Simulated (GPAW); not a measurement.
**How CaO (Lime) absorbs and reflects light**

Aim: the dielectric function of CaO (Lime), and the optical constants that follow from it.

Calculated with GPAW 26.7.0; DFT, PBE, plane-wave PAW (GPAW data sets), scalar-relativistic, RPA, optical limit.

Report form: the programs' logs are mostly left out.

### 1. Starting point

It takes space group Fm-3m (No. 225, cubic). Conventional cell: a = 4.813 Å, b = 4.813 Å, c = 4.813 Å, α = 90.00°, β = 90.00°, γ = 90.00°. Nearest to Ca lie 6 O at 2.41 Å. O has 6 Ca at 2.41 Å nearest. Farther neighbours and most contacts between anions are not listed.

### 2. Ground state

First the ground state: is it a metal or has it a gap?

This step: DFT, PBE, plane-wave PAW (GPAW data sets), scalar-relativistic, ground state (GPAW 26.7.0).

The input, gs.py:

```python
from ase import Atoms
from ase.dft.bandgap import bandgap
from gpaw import GPAW, PW, FermiDirac

atoms = Atoms(['Ca', 'O'],
              cell=[[0.000000000000, 2.406500000000, 2.406500000000],
                    [2.406500000000, 0.000000000000, 2.406500000000],
                    [2.406500000000, 2.406500000000, 0.000000000000]],
              scaled_positions=[[0.000000000000, 0.000000000000, 0.000000000000],
                                [0.500000000000, 0.500000000000, 0.500000000000]],
              pbc=[True, True, True])
atoms.calc = GPAW(mode=PW(500), xc='PBE', kpts={'size': (8, 8, 8), 'gamma': True},
                  occupations=FermiDirac(0.05), maxiter=150, txt='gs.txt')
print('energy (eV)', atoms.get_potential_energy())
print('Fermi level (eV)', atoms.calc.get_fermi_level())
print('valence electrons', atoms.calc.get_number_of_electrons())
print('gap (eV)', bandgap(atoms.calc, output=None)[0])
print('direct gap (eV)', bandgap(atoms.calc, direct=True, output=None)[0])
atoms.calc.write('gs.gpw')
```

Launch:

```
$ OMP_NUM_THREADS=1 python gs.py
```

The job ended after 4.9 s (1 thread of Arm Neoverse V2, shared host; peak memory 0.12 GiB).

This step gave:

| Property | Result |
| --- | --- |
| energy | -12.68 eV |
| Fermi energy | 5.871 eV |
| gap on the k-mesh | 3.694 eV |
| direct gap on the mesh | 4.069 eV |
| electrons | 16 |

There is a gap, 3.69 eV on this mesh (points off the mesh can give less), so no carriers' term is needed.

### 3. Bands for the response

The response needs many more empty bands than the density does.

This step: DFT, PBE, plane-wave PAW (GPAW data sets), scalar-relativistic, bands at fixed density (GPAW 26.7.0).

The input, nscf.py:

```python
from ase.dft.bandgap import bandgap
from gpaw import GPAW, FermiDirac

calc = GPAW('gs.gpw').fixed_density(kpts={'size': (12, 12, 12), 'gamma': True}, nbands=30, convergence={'bands': 24},
                                    occupations=FermiDirac(0.001), txt='nscf.txt')
print('gap (eV)', bandgap(calc, output=None)[0])
print('direct gap (eV)', bandgap(calc, direct=True, output=None)[0])
print('top band over the Fermi level (eV)', min(calc.get_eigenvalues(kpt=k)[23] for k in range(len(calc.get_ibz_k_points()))) - calc.get_fermi_level())
calc.write('full.gpw', mode='all')
```

Launch:

```
$ OMP_NUM_THREADS=1 python nscf.py
```

It took 20 s on 1 thread; peak memory 0.16 GiB.

### 4. Dielectric function, RPA

Local fields let the induced charge screen the field inside the cell, which as a rule lowers ε, most along directions where the density is uneven.

This step: DFT, PBE, plane-wave PAW (GPAW data sets), scalar-relativistic, RPA, optical limit (GPAW 26.7.0).

The input, df.py:

```python
from gpaw.response.df import DielectricFunction

df = DielectricFunction('full.gpw', frequencies={'type': 'nonlinear', 'domega0': 0.03, 'omega2': 8},
                        ecut=60,
                        eta=0.15,
                        nbands=24,
                        txt='df.txt')
for direction in ['x']:
    df.get_dielectric_function(xc='RPA', direction=direction, filename=f'df_{direction}.csv')
```

Launch:

```
$ OMP_NUM_THREADS=1 python df.py
```

Wall time 5.1 s (1 thread); peak memory 0.21 GiB.

Numbers from this step:

| Quantity | Value |
| --- | --- |
| electronic dielectric constant ε∞, mean over x, y and z (by symmetry where fewer were run) | 3.603 |
| main peak of Im epsilon, first axis | 9.452 eV |
| centre of weight of the strongest loss peak in the window | 12.22 eV |

Values under the direct gap are tails of Lorentzian lines. Table of Im ε, E ∥ x by photon energy; read off at these points:

```tsv
photon energy (eV)	Im ε, E ∥ x
0.0	0
1.0	0.0134
2.0	0.0321
3.0	0.0710
4.0	0.387
5.0	1.98
6.0	2.82
7.0	2.99
8.0	4.64
8.5	5.24
9.0	4.61
9.5	6.12
10.0	3.89
11.0	1.57
12.0	0.587
13.0	0.497
14.0	0.470
15.0	1.45
16.0	1.04
17.0	0.893
18.0	0.673
19.0	0.942
20.0	0.602
21.0	0.507
```

Table of Re ε, E ∥ x by photon energy:

photon energy (eV), Re ε, E ∥ x and a bar from the least value:
```
        0       3.60 #######################
        1       3.65 #######################
        2       3.79 ########################
        3       4.11 #########################
        4       4.99 #############################
        5       5.28 ##############################
        6       4.44 ##########################
        7       3.88 ########################
        8       3.92 ########################
        9       1.88 ###############
       10      -1.68 
       11      -1.32 ##
       12      -0.10 #######
       13       0.58 ##########
       14       1.18 ############
       15       1.38 #############
       16       0.78 ###########
       17       0.71 ##########
       18       0.89 ###########
       19       0.60 ##########
       20       0.59 ##########
       21       0.81 ###########
```

The refractive index n and extinction k by photon energy:

```tsv
photon energy (eV)	n	k
0	1.90	0
1	1.91	0.00352
2	1.95	0.00823
3	2.03	0.0175
4	2.23	0.0865
5	2.34	0.423
6	2.20	0.640
7	2.10	0.713
8	2.24	1.04
9	1.85	1.24
10	1.13	1.72
11	0.602	1.30
12	0.496	0.591
13	0.820	0.303
14	1.10	0.213
15	1.30	0.558
16	1.02	0.509
17	0.961	0.465
18	0.999	0.337
19	0.925	0.509
20	0.847	0.355
21	0.941	0.269
```

Values under the direct gap are tails of Lorentzian lines. The Im ε, E ∥ x by photon energy; read off at these points:

```tsv
photon energy (eV)	without local fields	with local fields
0.0	0	0
1.0	0.0147	0.0134
2.0	0.0351	0.0321
3.0	0.0787	0.0710
4.0	0.445	0.387
5.0	2.25	1.98
6.0	3.12	2.82
7.0	3.18	2.99
8.0	4.82	4.64
8.5	5.33	5.24
9.0	4.77	4.61
9.4	6.25	6.10
9.5	6.24	6.12
10.0	3.97	3.89
11.0	1.56	1.57
12.0	0.599	0.587
13.0	0.556	0.497
14.0	0.536	0.470
15.0	1.61	1.45
16.0	1.13	1.04
17.0	1.02	0.893
18.0	0.808	0.673
19.0	0.828	0.942
20.0	0.568	0.602
21.0	0.631	0.507
```

Reflectivity at normal incidence, E ∥ x against photon energy; read off at these points:

photon energy (eV), reflectivity at normal incidence, E ∥ x (%) and a bar:
```
      0.0        9.6 #####
      1.0        9.8 #####
      2.0       10.3 ######
      3.0       11.5 #######
      4.0       14.6 #########
      5.0       17.4 ##########
      6.0       17.4 ##########
      7.0       16.9 ##########
      8.0       22.6 ##############
      9.0       23.5 ##############
     10.0       39.7 #########################
     11.0       43.4 ###########################
     11.3       48.2 ##############################
     12.0       23.3 ##############
     13.0        3.7 ##
     14.0        1.3 
     15.0        7.2 ####
     15.7        8.1 ####
     16.0        6.0 ###
     17.0        5.4 ###
     18.0        2.8 #
     18.9        6.9 ####
     19.0        6.7 ###
     20.0        4.2 ##
     21.0        2.0
```

From ε follow the optical constants at some laser and lamp lines:

```tsv
wavelength (nm)	n	k	R (%)	1/α
1550	1.91	0.003	9.7	45 µm
800	1.93	0.006	10.0	11 µm
532	1.97	0.010	10.6	4.1 µm
450	2.00	0.014	11.1	2.5 µm
365	2.08	0.026	12.4	1.1 µm
308	2.24	0.094	14.8	260 nm
193	2.16	0.694	17.5	22 nm
```

Below the direct gap, k and the depth come from the tails of the Lorentzian lines, not from transitions.

Rows near the edge hang on the gap, which this functional as a rule makes too small, and phonon-assisted absorption is left out.

### 5. Results

```json
{
  "electronic dielectric constant ε∞, mean over x, y and z (by symmetry where fewer were run) (RPA)": "3.60",
  "main peak of Im epsilon, first axis": "9.45 eV",
  "centre of weight of the strongest loss peak in the window, first axis": "12.2 eV"
}
```

What this shows: At this level (PBE, RPA) CaO has ε∞ = 3.60 and n = 1.91 at 1550 nm, and Im ε peaks at 9.5 eV. On the mesh the gap is 3.69 eV and the least direct gap 4.07 eV, so on this mesh the band edges lie at different points. Local fields change the static value along x from 3.83 to 3.60 (-6 %). Distinct maxima of Im ε, read by a parabola through the highest points, lie at 8.53 eV (5.3), 9.45 eV (6.2), 15.08 eV (1.5) and 18.71 eV (1.1). Excitons and phonon-assisted transitions are missing; PBE gaps are as a rule too small, which pulls the onset down and ε∞ up. The sum runs over mesh points, so small or evenly spaced maxima can still be ripples of the mesh. In this version of GPAW the matrix elements of the optical limit are incomplete, which can lower ε − 1 by up to a tenth where first-row anions or d states rule, and shift it by more in d metals.

[Machine, clock and banner lines and Python warnings are left out of the logs.]

[Logs are printed without paths, hosts, clocks, repeated set-up lines and the standing remarks that a program may print on its own settings, such as how far it seeks lower states.]

[Hosts, paths, dates, database ids (printed as entryN), source tags and the programs' standing remarks are cut or masked in the printed files.]
